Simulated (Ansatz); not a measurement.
## CsSbSe3 (model cell, started as cubic perovskite with Sb in the octahedra): a soft mode frozen in

Which phase does CsSbSe3 (model cell, started as cubic perovskite with Sb in the octahedra) fall into along its unstable mode, and how much energy does it gain?

Method: DFT PBEsol, scalar-relativistic, plane waves, PAW; PAW set soft_1, in Ansatz 0.2.0.

This is a report of a sequence of runs, with most program output left out.

The structure was built from a prototype and need not be the compound's stable phase.

## (1) The structure

Symmetry: Pm-3m, No. 221, cubic system. The conventional cell has a = 5.382 Å, b = 5.382 Å, c = 5.382 Å, α = 90.00°, β = 90.00°, γ = 90.00°. Cs has 12 Se at 3.81 Å nearest. Nearest to Sb lie 6 Se at 2.69 Å. Se has 2 Sb at 2.69 Å and 4 Cs at 3.81 Å nearest. Farther neighbours and most contacts between anions are not listed.

As a file:

```cif
data_structure
_symmetry_space_group_name_H-M 'P 1'
_symmetry_Int_Tables_number 1
_cell_length_a 5.3819
_cell_length_b 5.3819
_cell_length_c 5.3819
_cell_angle_alpha 90.000
_cell_angle_beta 90.000
_cell_angle_gamma 90.000
_cell_volume 155.88
loop_
_atom_site_label
_atom_site_type_symbol
_atom_site_fract_x
_atom_site_fract_y
_atom_site_fract_z
_atom_site_occupancy
Cs1 Cs 0.00000 0.00000 0.00000 1
Sb2 Sb 0.50000 0.50000 0.50000 1
Se3 Se 0.50000 0.50000 0.00000 1
Se4 Se 0.50000 0.00000 0.50000 1
Se5 Se 0.00000 0.50000 0.50000 1
```

## (2) The dispersion

The cell comes from relaxations at this level that are not shown. Stability and thermal properties need the whole zone. Linear response on a 2×2×2 q mesh gives force constants as far as a supercell of that size would.

Input file input.yaml:

```yaml
crystal:
  lattice:
    - [5.3818518704, 0.0, 0.0]
    - [0.0, 5.3818518704, 0.0]
    - [0.0, 0.0, 5.3818518704]
  atoms:
    - { symbol: Cs, position: [0.0, 0.0, 0.0] }
    - { symbol: Sb, position: [0.5, 0.5, 0.5] }
    - { symbol: Se, position: [0.5, 0.5, 0.0] }
    - { symbol: Se, position: [0.5, 0.0, 0.5] }
    - { symbol: Se, position: [0.0, 0.5, 0.5] }
kpoints:
  mp_grid: { grid: [8, 8, 8] }
hamiltonian:
  xc: pbesol
  pseudopotentials: { kind: paw, azcp: { folder: soft_1 }, xc_functional: pbe }
scf:
  occupations: { method: methfessel_paxton, width: 0.2 }
output:
  eigenvalues: true
phonons:
  method: dfpt
  qmesh: [2, 2, 2]
  temperatures: { t_max: 1000, t_step: 50 }
  qpath:
    path:
      - [[0.0, 0.0, 0.0], [0.0, 0.5, 0.0], [0.5, 0.5, 0.0], [0.0, 0.0, 0.0], [0.5, 0.5, 0.5], [0.0, 0.5, 0.0]]
      - [[0.5, 0.5, 0.5], [0.5, 0.5, 0.0]]
    npoints: 10
```

Run with:

```
> ansatz run input.yaml --threads 8 --pin off --max-ram 16384MiB --backend cpu --events-out ev --progress --plain --runs-dir out
```

The job ended after 4.2 min (8 threads of Arm Neoverse V2, shared host; peak memory 2.5 GiB).

Numbers from this step:

* volume per atom: 31.18 Å³
* gap on the k-mesh: 0 eV
* sum-rule residual before enforcement: 2.03e-4 eV/Å²
* lowest frequency on the path: -67.88 cm⁻¹
* point group: m-3m
* highest frequency on the path or at a solved wavevector: 165.5 cm⁻¹
* highest optical mode at the zone centre (no LO-TO term): 96.85 cm⁻¹
* lowest optical zone-centre mode: -65.66 cm⁻¹
* lowest mode on the q mesh (acoustic modes at Γ apart): -67.88 cm⁻¹

Frequencies (cm⁻¹) solved at each irreducible wavevector; negative means imaginary. Frequencies by wavevector, by row:

```csv
q in reciprocal lattice units,star,mode 1,mode 2,mode 3,mode 4,mode 13,mode 14,mode 15
0 0 0,1,-65.7,-65.7,-65.7,0,96.8,96.8,96.8
0 0 -0.5,3,-67.9,-63.4,-49.7,-49.7,106.6,129.2,142.7
0 -0.5 -0.5,3,-65.4,-65.4,-34.5,-34.4,131.5,134.3,152.7
-0.5 -0.5 -0.5,1,-57.5,-57.5,-57.5,33.6,134.1,134.1,165.5
```

Interpolated from a 2×2×2 q mesh. Phonon branches along the path, in cm⁻¹:

```csv
point,branch 1,branch 2,branch 3,branch 4,branch 12,branch 13,branch 14,branch 15
Γ,-66,-66,-66,0,66,97,97,97
halfway,-62,-60,-60,-43,89,102,102,123
X,-68,-63,-50,-50,107,107,129,143
halfway,-66,-51,-51,-44,108,126,130,146
M,-65,-65,-34,-34,132,132,134,153
halfway,-58,-56,-55,-45,91,105,122,130
Γ,-66,-66,-66,0,66,97,97,97
halfway,-55,-55,-52,-33,92,123,123,137
R,-58,-58,-58,34,132,134,134,166
halfway,-58,-55,-55,-28,124,128,131,150
X,-68,-63,-50,-50,107,107,129,143
jump to R,-58,-58,-58,34,132,134,134,166
halfway,-61,-61,-48,-13,132,132,134,158
M,-65,-65,-34,-34,132,132,134,153
```

Symmetry leaves 4 wavevectors to solve. The lowest mode among them, the acoustic zeros apart, lies at q = (0, 0, -0.5) and is imaginary, 67.9i cm⁻¹, so the energy falls along it.

## (3) The mode frozen in, largest atomic shift 0 Å

The mode followed lies at q = (0, 0, -0.5) with frequency 67.9i cm⁻¹, the softest among the wavevectors solved. At small amplitude the distorted cell has space group no. 123 by a symmetry search on the positions. The undistorted cell that holds it gives the zero of energy on the same k mesh.

System of this step: CsSbSe3 (model cell, started as cubic perovskite with Sb in the octahedra). It takes space group Pm-3m (No. 221, cubic). The conventional cell has a = 5.382 Å, b = 5.382 Å, c = 5.382 Å, α = 90.00°, β = 90.00°, γ = 90.00°. Nearest to Cs lie 12 Se at 3.81 Å. Nearest to Sb lie 6 Se at 2.69 Å. Nearest to Se lie 2 Sb at 2.69 Å and 4 Cs at 3.81 Å. Nearest to Se lie 2 Sb at 2.69 Å and 4 Cs at 3.81 Å. Farther neighbours and most contacts between anions are not listed.

Input file input.yaml:

```yaml
crystal:
  lattice:
    - [5.3818518704, 0.0, 0.0]
    - [0.0, 5.3818518704, 0.0]
    - [0.0, 0.0, 10.7637037408]
  atoms:
    - { symbol: Cs, position: [0.0, 0.0, 0.5] }
    - { symbol: Cs, position: [0.0, 0.0, 0.0] }
    - { symbol: Sb, position: [0.5, 0.5, 0.25] }
    - { symbol: Sb, position: [0.5, 0.5, 0.75] }
    - { symbol: Se, position: [0.5, 0.5, 0.0] }
    - { symbol: Se, position: [0.5, 0.5, 0.5] }
    - { symbol: Se, position: [0.5, 0.0, 0.25] }
    - { symbol: Se, position: [0.5, 0.0, 0.75] }
    - { symbol: Se, position: [0.0, 0.5, 0.25] }
    - { symbol: Se, position: [0.0, 0.5, 0.75] }
kpoints:
  mp_grid: { grid: [8, 8, 4] }
hamiltonian:
  xc: pbesol
  pseudopotentials: { kind: paw, azcp: { folder: soft_1 }, xc_functional: pbe }
scf:
  occupations: { method: methfessel_paxton, width: 0.2 }
output:
  forces: true
  stress: true
  eigenvalues: true
```

Elapsed: 8.8 s, on 8 threads; peak memory 1.8 GiB.

Numbers from this step:

```yaml
pressure: -8.35e-4 GPa
energy_from_the_undistorted_cell: 0 meV/atom
```

The run ends at a pressure of 0.00 GPa.

## (4) The mode frozen in, largest atomic shift 0.32 Å

The atoms are moved along the unstable eigenvector, the largest shift by 0.32 Å, with the cell fixed.

input.yaml, the sections that differ from step 3:

```yaml
crystal:
  lattice:
    - [5.3818518704, 0.0, 0.0]
    - [0.0, 5.3818518704, 0.0]
    - [0.0, 0.0, 10.7637037408]
  atoms:
    - { symbol: Cs, position: [0.0, 0.0, 0.5] }
    - { symbol: Cs, position: [0.0, 0.0, 0.0] }
    - { symbol: Sb, position: [0.5, 0.5, 0.2383271678] }
    - { symbol: Sb, position: [0.5, 0.5, 0.7616728322] }
    - { symbol: Se, position: [0.5, 0.5, 0.0] }
    - { symbol: Se, position: [0.5, 0.5, 0.5] }
    - { symbol: Se, position: [0.5, 0.0, 0.2797295436] }
    - { symbol: Se, position: [0.5, 0.0, 0.7202704564] }
    - { symbol: Se, position: [0.0, 0.5, 0.2797295436] }
    - { symbol: Se, position: [0.0, 0.5, 0.7202704564] }
# kpoints, hamiltonian, scf, output: as in step 3
```

Wall time 10 s (8 threads); peak memory 1.8 GiB.

Numbers from this step:

- pressure: -0.09375 GPa
- energy from the undistorted cell: -13.84 meV/atom

The energy, extrapolated to zero smearing, is -13.84 meV/atom against the undistorted cell.

The run ends at a pressure of -0.09 GPa, with forces up to 0.39 eV/Å.

## (5) Energy along the mode, all amplitudes (two of the runs are shown above)

An imaginary frequency means negative curvature, so the energy should fall and then rise again as anharmonic terms take over.

Numbers from this step:

```yaml
depth_at_the_lowest_point_sampled: 13.84 meV/atom
largest_atomic_shift_at_that_point: 0.32 Å
```

Energy from the parent against largest atomic shift:

```csv
largest atomic shift (Å),energy from the parent (meV/atom)
0.000,0
0.040,-0.476
0.080,-1.83
0.140,-5.11
0.220,-10.4
0.320,-13.8
0.450,-6.18
0.600,34.2
```

Displacement at unit largest shift by atom:

```csv
atom,x (Å),y (Å),z (Å),size
Cs1,0.00,0.00,0.00,0.00
Cs2,0.00,0.00,0.00,0.00
Sb3,0.00,0.00,-0.39,0.39
Sb4,0.00,0.00,0.39,0.39
Se5,0.00,0.00,0.00,0.00
Se6,0.00,0.00,0.00,0.00
Se7,0.00,0.00,1.00,1.00
Se8,0.00,0.00,-1.00,1.00
Se9,0.00,0.00,1.00,1.00
Se10,0.00,0.00,-1.00,1.00
```

The lowest of the steps tried is at 0.32 Å, 13.8 meV/atom below the parent; the bottom of the well need not coincide with a step.

## (6) Relaxing from the distorted cell

Starting from the lowest point found, all atoms and the cell are let go, so that strain and other modes of the same symmetry can join in.

Edit input.yaml of step 4 so:

```diff
@@ -27 +27,6 @@
   eigenvalues: true
+relax:
+  adjacent_minimum: "off"
+  f_tol: 0.002
+  max_steps: 120
+  cell: { stress_tol: 0.03 }
```

Run time: 61 s. Hardware: 8 threads; peak memory 1.9 GiB; 8 min of CPU time.

Step by step:

```csv
step,energy less that of the first step (eV),largest force component (eV/Å),pressure (GPa),volume (Å³)
1,0.0000,0.3858,-0.09,311.76
2,-0.0582,0.2552,0.00,310.36
3,-0.0703,0.1207,0.11,309.49
4,-0.0742,0.0184,0.01,310.24
5,-0.0742,0.0003,0.00,310.31
6*,-0.0741,0.0003,0.00,310.31
```

Relaxation steps marked * repeat the geometry before them on a plane-wave basis chosen anew for their cell, so energy and pressure can jump there.

The run keeps the 16 symmetry operations that it works with, so distortions that break them were not tested.

```csv
"conventional cell, symmetrised",before,after,change
a (Å),5.382,5.312,-1.3 %
b (Å),5.382,5.312,-1.3 %
c (Å),10.764,10.997,+2.2 %
volume (Å³/atom),31.18,31.03,-0.5 %
```

The atoms that moved most (Å, as changes of fractional coordinates times the final cell):

```csv
atom,dx,dy,dz,length
Se9,0.000,0.000,0.118,0.118
Se7,0.000,0.000,0.118,0.118
Se8,0.000,0.000,-0.118,0.118
Se10,0.000,0.000,-0.118,0.118
Sb3,0.000,0.000,0.012,0.012
Sb4,0.000,0.000,-0.012,0.012
```

Numbers from this step:

- pressure: -0.001531 GPa
- volume per atom: 31.03 Å³

The distorted start has space group P4/mmm; the relaxation ends in P4/mmm.

## (7) The new phase in its own primitive cell

The relaxed structure is symmetrised, reduced to its primitive cell and relaxed tightly, as its phonons need.

input.yaml, the sections that differ from step 6:

```yaml
crystal:
  lattice:
    - [5.3119878392, 0.0, 0.0]
    - [0.0, 5.3119878392, 0.0]
    - [0.0, 0.0, 10.9971142129]
  atoms:
    - { symbol: Cs, position: [0.0, 0.0, 0.5] }
    - { symbol: Cs, position: [0.0, 0.0, 0.0] }
    - { symbol: Sb, position: [0.5, 0.5, 0.2394091075] }
    - { symbol: Sb, position: [0.5, 0.5, 0.7605908925] }
    - { symbol: Se, position: [0.5, 0.5, 0.0] }
    - { symbol: Se, position: [0.5, 0.5, 0.5] }
    - { symbol: Se, position: [0.5, 0.0, 0.2904503252] }
    - { symbol: Se, position: [0.5, 0.0, 0.7095496748] }
    - { symbol: Se, position: [0.0, 0.5, 0.2904503252] }
    - { symbol: Se, position: [0.0, 0.5, 0.7095496748] }
relax:
  adjacent_minimum: "off"
  f_tol: 0.001
  max_steps: 60
  cell: { stress_tol: 0.01 }
# kpoints, hamiltonian, scf, output: as in step 6
```

The job ended after 23 s (8 threads; peak memory 1.8 GiB; 3 min of CPU time).

Little changed from the start: no atom moved by 0.005 Å and no cell edge by 0.1 %.

The largest force component left is 0.29 meV/Å and the pressure is -0.002 GPa, within the tolerances set. The cell now holds 31.03 Å³/atom.

## (8) Modes of the new phase, k-mesh 8×8×4

A relaxed structure may still be a saddle point, so its zone-centre modes are computed. No field response is asked, since the mesh shows no gap.

Edit input.yaml of step 7 so:

```diff
@@ -24,9 +24,4 @@
 output:
-  forces: true
-  stress: true
   eigenvalues: true
-relax:
-  adjacent_minimum: "off"
-  f_tol: 0.001
-  max_steps: 60
-  cell: { stress_tol: 0.01 }
+phonons:
+  method: dfpt
```

Wall time 9.1 min (8 threads); peak memory 6.5 GiB; 70 min of CPU time.

This step gave:

| Item | Value |
| --- | --- |
| sum-rule residual before enforcement | 2.99e-4 eV/Å² |
| point group | 4/mmm |
| highest optical mode at the zone centre (no LO-TO term) | 173.6 cm⁻¹ |
| lowest optical zone-centre mode | -86.78 cm⁻¹ |

Patterns of degenerate modes are one choice out of their space. The modes at Γ (shares of kinetic energy by element, %) (negative means imaginary):

```csv
mode,frequency (cm⁻¹),symmetry,Cs %,Sb %,Se %
1,-86.8,A2u,1,7,92
2,-55.5,Eu,5,50,46
3,-55.5,Eu,5,50,46
4,-45.7,Eu,18,2,80
5,-45.7,Eu,18,2,80
6,-25.5,Eg,0,70,30
7,-25.5,Eg,0,70,30
8,0.0,acoustic,27,25,48
9,0.0,acoustic,27,25,48
10,0.0,acoustic,27,25,48
11,16.2,A2u,87,0,13
12,37.6,Eu,19,0,81
13,37.6,Eu,19,0,81
14,44.3,B1g,0,0,100
15,47.1,Eg,0,0,100
16,47.1,Eg,0,0,100
17,47.4,A2u,20,59,21
18,56.3,Eu,60,2,37
19,56.3,Eu,60,2,37
20,63.0,B2u,0,0,100
21,67.3,A1g,0,1,99
22,91.8,Eu,68,0,32
23,91.8,Eu,68,0,32
24,100.1,A2u,65,2,33
25,107.3,Eg,0,30,70
26,107.3,Eg,0,30,70
27,115.2,Eu,3,21,77
28,115.2,Eu,3,21,77
29,148.8,A1g,0,99,1
30,173.6,A2u,0,7,93
```

Displacements in mode 1 (-86.8 cm⁻¹), the largest set to 1:
```
Cs1  0.00  0.00 -0.05
Cs2  0.00  0.00  0.04
Sb3  0.00  0.00 -0.17
Sb4  0.00  0.00 -0.17
Se5  0.00  0.00  0.14
Se6  0.00  0.00  1.00
Se7  0.00  0.00 -0.15
Se8  0.00  0.00 -0.15
Se9  0.00  0.00 -0.15
Se10 0.00  0.00 -0.15
```

Displacements in mode 16 (47.1 cm⁻¹), the largest set to 1:
```
Cs1  0.00  0.00  0.00
Cs2  0.00  0.00  0.00
Sb3  0.00  0.01  0.00
Sb4  0.00 -0.01  0.00
Se5  0.00  0.00  0.00
Se6  0.00  0.00  0.00
Se7 -0.27 -0.44  0.00
Se8  0.27  0.44  0.00
Se9 -0.12 -1.00  0.00
Se10 0.12  1.00  0.00
```

Before it was imposed, the acoustic sum rule was missed by 3.0e-4 eV/Å². Small misses are needed for a sound result but don't prove that mesh and cutoff are converged. The lowest optical mode is imaginary, 86.8i cm⁻¹, so the energy falls along it.

## (9) What came out

| Property | Result |
| --- | --- |
| unstable mode of the parent | q = (0, 0, -0.5), 68i cm⁻¹ |
| depth at the lowest point sampled | 13.8 meV/atom |
| largest atomic shift at that point | 0.32 Å |
| space group reached (within 0.01 Å) | P4/mmm |
| energy gained over the parent (first relaxation, on the mesh of the frozen mode) | 21.1 meV/atom |
| volume per atom, phase reached | 31.0 Å³ |
| lowest optical zone-centre mode, phase reached | -86.8 cm⁻¹ |
| highest optical mode at the zone centre (no LO-TO term), phase reached | 174 cm⁻¹ |

What this shows: Along this mode the structure falls into P4/mmm, 21.1 meV/atom below the parent. At the parent's cell the well is 13.84 meV/atom deep on the steps tried, with its lowest point at a shift of 0.32 Å. Relaxing atoms and cell changes the gain by +7.27 meV/atom against the lowest step (energies at zero smearing). The new phase still has an imaginary mode at the zone centre of its cell, so it is a saddle point on the way to a lower structure. Of the 4 patterns followed to their end from this parent, this one ends 107 meV/atom above the lowest, Amm2. Each path keeps the symmetry of its pattern, so a lower phase may lie along a pattern not tried. With no gap, or one that is small against the smearing, the frequencies hang on the k mesh and the smearing, most of all near Kohn anomalies. Spin-orbit coupling is left out, which can matter for the heavy elements here. The PAW files were made for PBE and serve the other functionals too. The starting cell was built on a prototype and not taken from a measurement, so the phase need not exist.

[Logs are printed without paths, hosts, clocks, repeated set-up lines and the standing remarks that a program may print on its own settings, such as how far it seeks lower states.]

[Hosts, paths, dates, database ids (printed as entryN), source tags and the programs' standing remarks are cut or masked in the printed files.]
